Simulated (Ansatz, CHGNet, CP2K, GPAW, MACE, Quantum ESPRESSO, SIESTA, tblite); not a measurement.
# Running random packing of 55Li2O-45Nb2O5 (mol %) (96 atoms) with SIESTA

Aim: run random packing of 55Li2O-45Nb2O5 (mol %) (96 atoms) in SIESTA and see how near its forces come to a plane-wave reference, and at what cost.

Calculated with SIESTA 5.4.2; the method is named at each step.

## (1) The structure

The cell holds 96 atoms: 22 Li, 56 O and 18 Nb. Cell: a = 10.533 Å, b = 10.533 Å, c = 10.533 Å, α = 90.0°, β = 90.0°, γ = 90.0°. 96 atoms (22 Li, 56 O, 18 Nb) packed at random in a cube at 3.87 g/cm³ and pushed apart as soft spheres, cations and anions kept from their own kind; a start for melting by ab initio MD, not an equilibrated structure. Then every atom was moved at random, 0.05 Å r.m.s. a Cartesian component.

The yardstick, on the same geometry:

```
method                 : Kohn-Sham DFT, PBE, PAW, plane waves (Ansatz 0.2.0); cutoff 420 eV, Γ point, fermi-dirac smearing of 0.05 eV; PAW set soft_2
r.m.s. force component : 1.837 eV/Å
longest force          : 6.695 eV/Å
pressure               : -15.6 GPa
SCF cycles             : 14
time                   : 12 s on 8 threads of Arm Neoverse V1, shared host
CPU time               : 90 s
```

## (2) PBE, DZP, shift 0.01 Ry, mesh 500 Ry

Method: Kohn-Sham DFT, PBE, PseudoDojo 0.4.1 norm-conserving pseudopotentials (converted to PSML), numerical atomic orbitals (DZP), diagonalisation.

The .psml files are PseudoDojo norm-conserving potentials that we converted to this format, checked against plane waves on the same files for H, C, O, Si, Ge and Ca alone.

Input file input.fdf:

```
SystemLabel cell
NumberOfAtoms 96
NumberOfSpecies 3
%block ChemicalSpeciesLabel
  1 3 Li
  2 8 O
  3 41 Nb
%endblock ChemicalSpeciesLabel
LatticeConstant 1.0 Ang
%block LatticeVectors
  10.53340 0.00000 0.00000
  0.00000 10.53340 0.00000
  0.00000 0.00000 10.53340
%endblock LatticeVectors
PAO.BasisSize DZP
PAO.EnergyShift 0.01 Ry
PAO.Polarization.NonPerturbative T
XC.Functional GGA
XC.Authors PBE
MeshCutoff 500 Ry
%block kgrid_Monkhorst_Pack
  1 0 0 0.0
  0 1 0 0.0
  0 0 1 0.0
%endblock kgrid_Monkhorst_Pack
SolutionMethod diagon
OccupationFunction FD
ElectronicTemperature 580 K
SCF.Mixer.Method Pulay
SCF.Mixer.Weight 0.15
SCF.Mixer.History 8
SCF.Mix Hamiltonian
MaxSCFIterations 300
SCF.DM.Tolerance 1e-04
SCF.H.Tolerance 1.0e-3 eV
WriteForces T
Write.HirshfeldPop T
Write.VoronoiPop T
Write.DM F
Write.H F
XML.Write F
AtomicCoordinatesFormat Fractional
%block AtomicCoordinatesAndAtomicSpecies
  0.29112 0.50715 0.60161 1
  0.77320 0.43560 0.17861 1
  0.77041 0.01886 0.30748 1
  0.13897 0.33542 0.51586 1
  0.49573 0.92662 0.75200 1
  0.62680 0.55657 0.35381 1
  0.50655 0.67488 0.84680 1
  0.54049 0.93207 0.51895 1
  0.79782 0.74008 0.76631 1
  0.31656 0.08651 0.72964 1
  0.24645 0.73456 0.24521 1
  0.64103 0.48375 0.97476 1
  0.80420 0.14475 0.04797 1
  0.19448 0.86777 0.78260 1
  0.99301 0.45860 0.32105 1
  0.08627 0.09154 0.49934 1
  0.69931 0.29509 0.35303 1
  0.43007 0.55626 0.18698 1
  0.28637 0.11009 0.06537 1
  0.08592 0.88660 0.33664 1
  0.95960 0.06492 0.86819 1
  0.97088 0.62395 0.47777 1
  0.02590 0.69454 0.15276 2
  0.49200 0.49094 0.88432 2
  0.35053 0.97370 0.85609 2
  0.92695 0.44055 0.78162 2
  0.37073 0.67284 0.98028 2
  0.55603 0.67318 0.23630 2
  0.12530 0.39415 0.81378 2
  0.94351 0.23275 0.29469 2
  0.75321 0.97935 0.01223 2
  0.85320 0.57861 0.08046 2
  0.45381 0.04229 0.62087 2
  0.18694 0.09109 0.32496 2
  0.15575 0.01036 0.67684 2
  0.51035 0.30275 0.00007 2
  0.69421 0.28638 0.88719 2
  0.31252 0.59574 0.36548 2
  0.05246 0.92034 0.11839 2
  0.47888 0.35074 0.42839 2
  0.70634 0.84166 0.54093 2
  0.97924 0.88185 0.85699 2
  0.50474 0.80623 0.38462 2
  0.60484 0.42971 0.23344 2
  0.92252 0.78481 0.37502 2
  0.08396 0.65056 0.67337 2
  0.20577 0.95280 0.47934 2
  0.61648 0.79446 0.78709 2
  0.50460 0.50601 0.58200 2
  0.85363 0.31264 0.01630 2
  0.82910 0.59723 0.87918 2
  0.57796 0.65844 0.02680 2
  0.02528 0.36187 0.16751 2
  0.82883 0.53114 0.32870 2
  0.35954 0.44867 0.04966 2
  0.33619 0.71325 0.54909 2
[... 36 atom lines left out ...]
  0.00026 0.47007 0.97444 3
  0.31928 0.86742 0.05288 3
  0.56921 0.86051 0.99379 3
  0.85940 0.18461 0.49618 3
%endblock AtomicCoordinatesAndAtomicSpecies
```

Started as:

```sh
OMP_NUM_THREADS=1 mpirun -np 4 siesta < input.fdf > output.txt
```

The program printed:

```text
Version         : 5.4.2
reinit: System Name:
reinit: System Label: cell
initatom: Reading input for the pseudopotentials and atomic orbitals ----------
Species number:   1 Atomic number:    3 Label: Li
Species number:   2 Atomic number:    8 Label: O
Species number:   3 Atomic number:   41 Label: Nb
Ground state valence configuration (from tables):   2s01  2p00  3d00  4f00
Ground state valence configuration (from tables):   2s02  2p04  3d00  4f00
Ground state valence configuration (from tables):   5s01  5p00  4d04  4f00
---- Processing specs for species: Li
GGA--PBE XC_GGA_X_PBE--XC_GGA_C_PBE pb
Semicore shell(s) with  2 electrons included in the valence for Li
---- Processing specs for species: O
GGA--PBE XC_GGA_X_PBE--XC_GGA_C_PBE pb
---- Processing specs for species: Nb
GGA--PBE XC_GGA_X_PBE--XC_GGA_C_PBE pb
Semicore shell(s) with  8 electrons included in the valence for Nb
Semicore shell(s): 1s
Semicore shell(s): 4s 4p
Fallback to non-perturbative polarization scheme for Nb
Please see the manual if this is not desired in principle
Li pseudopotential only contains V_ls up to l=1 -- lmxkb reset.
O pseudopotential only contains V_ls up to l=2 -- lmxkb reset.
Nb pseudopotential only contains V_ls up to l=2 -- lmxkb reset.
Using PAO.SplitTailNorm
%block ChemicalSpeciesLabel
    1    3 Li                      # Species index, atomic number, species label
    2    8 O                       # Species index, atomic number, species label
    3   41 Nb                      # Species index, atomic number, species label
%endblock ChemicalSpeciesLabel
%block PAO.Basis                 # Define Basis set
Li                    3                    # Species label, number of l-shells
 n=1   0   1                         # n, l, Nzeta
   2.447
   1.000
 n=2   0   2                         # n, l, Nzeta
   8.986      6.783
   1.000      1.000
 n=2   1   1                         # n, l, Nzeta
   8.986
[...]
O                     3                    # Species label, number of l-shells
[...]
3.532      2.299
[...]
Nb                    5                    # Species label, number of l-shells
[...]
n=5   1   1                         # n, l, Nzeta
   7.969
   1.000
 n=4   2   2                         # n, l, Nzeta
   6.142      4.248
   1.000      1.000
%endblock PAO.Basis
coor:   Atomic-coordinates input format  =     Fractional
siesta: System type = bulk
initatomlists: Number of atoms, orbitals, and projectors:     96  1202  1228
siesta: ******************** Simulation parameters ****************************
Total number of electrons:   636.000000
Total ionic charge:   636.000000
 Kpoints in:            1 . Kpoints trimmed:            1
siesta: k-grid: Number of k-points = 1
siesta: k-points from Monkhorst-Pack grid
siesta: k-cutoff (effective) =     5.267 Ang
siesta: k-point supercell and displacements
siesta: k-grid:     1     0     0      0.000
siesta: k-grid:     0     1     0      0.000
siesta: k-grid:     0     0     1      0.000
                     ====================================
                        Single-point calculation
                     ====================================
outcell: Unit cell vectors (Ang):
       10.533400    0.000000    0.000000
        0.000000   10.533400    0.000000
        0.000000    0.000000   10.533400
outcell: Cell vector modules (Ang)   :   10.533400   10.533400   10.533400
outcell: Cell angles (23,13,12) (deg):     90.0000     90.0000     90.0000
outcell: Cell volume (Ang**3)        :   1168.7072
Gamma-point calculation with interaction between periodic images
Gamma-point calculation with interaction between periodic images
Some features might not work optimally:
Some features might not work optimally:
e.g. DM initialization from atomic data
e.g. DM initialization from atomic data
new_DM -- step:     1
Initializing Density Matrix...
Attempting to read DM from file... Failed...
DM filled with atomic data:
InitMesh: MESH = 144 x 144 x 144 = 2985984
InitMesh: Mesh cutoff (required, used) =   500.000   516.523 Ry
stepf: Fermi-Dirac step function
        iscf     Eharris(eV)        E_KS(eV)     FreeEng(eV)     dDmax    Ef(eV) dHmax(eV)
   scf:    1   -55729.512632   -58562.205273   -58562.263763  0.714498 -6.175195 73.627576
   scf:    2   -39932.396704   -54383.057353   -54383.486159  2.504073 -5.225752177.430981
   scf:    3   -58282.958182   -59622.911305   -59623.347933  2.165327 -5.537197 39.576153
   scf:    4   -59400.921182   -59773.979176   -59774.390486  1.126955 -5.644447 34.859339
[...]
scf:   85   -59911.141030   -59911.141032   -59911.845841  0.000027 -6.362701  0.001115
   scf:   86   -59911.141034   -59911.141033   -59911.845841  0.000029 -6.362697  0.000871
SCF Convergence by DM+H criterion
max |DM_out - DM_in|         :     0.0000288164
max |H_out - H_in|      (eV) :     0.0008710887
SCF cycle converged after 86 iterations
Using DM_out to compute the final energy and forces
siesta: E_KS(eV) =           -59911.1410
siesta: E_KS - E_eggbox =    -59911.1410
siesta: Atomic forces (eV/Ang):
     1    0.623293    0.851971   -2.028937
     2    0.407130   -0.163822   -0.164265
     3   -0.437500    1.411407   -0.606693
[...]
95    6.369223    0.935307    1.013594
    96    0.693299   -2.042631   -2.620114
----------------------------------------
   Tot    0.000718    0.017023    0.007489
----------------------------------------
   Max    6.369223
   Res    1.773346    sqrt( Sum f_i^2 / 3N )
----------------------------------------
   Max    6.369223    constrained
Stress tensor Voigt[x,y,z,yz,xz,xy] (kbar):      136.96      172.67      168.07       -4.71       11.41      -20.18
(Free)E + p*V (eV/cell)   -60027.9984
Target enthalpy (eV/cell)   -59911.8458
siesta: Program's energy decomposition (eV):
siesta: Ebs     =    -14232.415261
siesta: Eions   =     92125.110179
siesta: Ena     =     19434.946794
siesta: Ekin    =     28190.916119
siesta: Enl     =     -2634.848916
siesta: DEna    =       733.006846
siesta: DUscf   =        57.751998
siesta: Ex      =    -12696.419610
siesta: Ec      =      -871.384087
siesta: Exc     =    -13567.803697
siesta: Eharris =    -59911.141034
siesta: Etot    =    -59911.141033
siesta: FreeEng =    -59911.845841
siesta: Final energy (eV):
siesta:  Band Struct. =  -14232.415261
siesta:       Kinetic =   28190.916119
siesta:       Hartree =   14113.964840
siesta:         Exch. =  -12696.419610
siesta:         Corr. =    -871.384087
siesta:   Exch.-corr. =  -13567.803697
siesta:  Ion-electron =  -57672.122546
siesta:       Ion-ion =  -30976.095750
siesta:         Total =  -59911.141033
siesta:         Fermi =      -6.362697
siesta: Stress tensor (static) (eV/Ang**3):
siesta:     0.085486   -0.012594    0.007124
siesta:    -0.012594    0.107772   -0.002938
siesta:     0.007124   -0.002938    0.104899
siesta: Cell volume =       1168.707227 Ang**3
siesta: Pressure (static):
siesta:                Solid            Molecule  Units
siesta:          -0.00108244         -0.00090876  Ry/Bohr**3
siesta:          -0.09938551         -0.08343830  eV/Ang**3
siesta:        -159.23314887       -133.68290132  kBar
    Orbital volume contribution        =          63.000591 eV
    (Free)E + p_basis*V_orbitals       =      -59848.845251 eV
    (Free)Eharris+ p_basis*V_orbitals  =      -59848.845251 eV
Hirshfeld Atomic Populations:
Atom #   charge [q] valence [e]  Species
     1     0.001827    2.998173  Li
     2     0.001816    2.998184  Li
     3    -0.040734    3.040734  Li
[...]
23    -0.129185    6.129185  O
    24    -0.202593    6.202593  O
    25    -0.269464    6.269464  O
[...]
79     0.741629   12.258371  Nb
    80     0.510764   12.489236  Nb
    81     0.617582   12.382418  Nb
[...]
--------------------
 Total    -0.000059
Voronoi Atomic Populations:
Atom #   charge [q] valence [e]  Species
[...]
21    -0.227568    3.227568  Li
    22    -0.059815    3.059815  Li
[...]
77    -0.300071    6.300071  O
    78    -0.258245    6.258245  O
[...]
95     0.895861   12.104139  Nb
    96     0.503117   12.496883  Nb
--------------------
 Total    -0.000059
```

Run time: 9.9 min. Hardware: 4 MPI ranks of Arm Neoverse V1, shared host; peak memory 2.8 GiB; 40 min of CPU time.

Banners, paths, timers and routine set-up lines are dropped from the logs unmarked, and long logs keep their key lines alone; longer cuts are marked.

Compared with the plane-wave run:

| Item | Value |
| --- | --- |
| r.m.s. force component | 1.773 eV/Å |
| r.m.s. difference of force components | 111.5 meV/Å |
| longest difference of force vectors | 424.4 meV/Å |
| force difference over r.m.s. force | 6.068 % |
| slope of forces against the reference's | 0.9641 |
| correlation of force components | 0.9987 |
| pressure | -15.92 GPa |
| pressure difference | -0.3226 GPa |

Length of the force difference by element (eV/Å):

```tsv
element	atoms	mean	most
Li	22	0.073	0.17
Nb	18	0.20	0.34
O	56	0.20	0.42
```

The surroundings of Nb95, which bears the longest force, nearest first, numbered as they follow in the input and with coordinates relative to it.

```tsv
atom	x	y	z	distance (Å)	bonds	Hirshfeld charge (e)	Fx	Fy	Fz (eV/Å)
Nb95	0.00	0.00	0.00	0.00	7	0.73	6.37	0.94	1.01
O52	0.09	-2.13	0.35	2.16	3	-0.12	-0.04	2.65	0.13
O31	1.94	1.25	0.19	2.32	2	-0.15	-2.22	-0.69	-1.51
O48	0.50	-0.70	-2.18	2.34	4	-0.30	0.42	2.64	2.57
O78	0.35	0.73	2.22	2.36	2	-0.19	2.26	-2.02	-0.37
O62	-1.22	2.03	0.35	2.39	4	-0.28	0.64	-1.15	2.12
O57	1.96	-1.04	1.03	2.45	2	-0.09	-1.48	1.22	1.84
Li7	-0.66	-1.96	-1.55	2.58	6	-0.04	-0.10	-0.87	-0.78
O76	0.88	1.92	-1.68	2.70	3	-0.13	2.61	-1.28	-0.45
Nb94	-2.63	0.07	0.62	2.71	6	0.64	-1.85	1.41	-0.04
Li5	-0.77	0.70	-2.55	2.75	4	0.00	-0.21	0.08	-0.21
```

Forces lie 6.1 % from the reference's, at 26 times its CPU time (on 4 against 8 cores); the SCF took 86 steps, which the time reflects.

Further runs of this program without a result: SIESTA PBE, SZ, shift 0.01 Ry, mesh 500 Ry (cut off at its time limit).

## (3) Outcome

* force difference from the reference: SIESTA PBE, DZP, shift 0.01 Ry, mesh 500 Ry, 6.1 %
* its CPU time: 40 min

What this shows: The PBE run in local orbitals differs by 6.1 % (SIESTA PBE, DZP, shift 0.01 Ry, mesh 500 Ry); basis, grid and potentials can all enter. SIESTA PBE, DZP, shift 0.01 Ry, mesh 500 Ry needed 86 SCF steps, so its time overstates the method's usual cost. The reference's stress is far from hydrostatic: its diagonal is -13.4, -17.0, -16.4 GPa, compression counted positive. The reference's pressure of -16 GPa belongs to a cell and atoms that aren't relaxed at this level. The runs have no spin polarisation, so moments on Nb can't form, and no Hubbard term. The electronic-structure runs sample only Γ, in a cell whose shortest periodic width is 11 Å, which is coarse for a cell with partly filled levels.

[Also dropped from logs without a mark: logging warnings of Python, and SIESTA's first energy breakdown and zero terms.]

[Logs are printed without paths, hosts, clocks, repeated set-up lines and the standing remarks that a program may print on its own settings, such as how far it seeks lower states.]

[Hosts, paths, dates, database ids (printed as entryN), source tags and the programs' standing remarks are cut or masked in the printed files.]
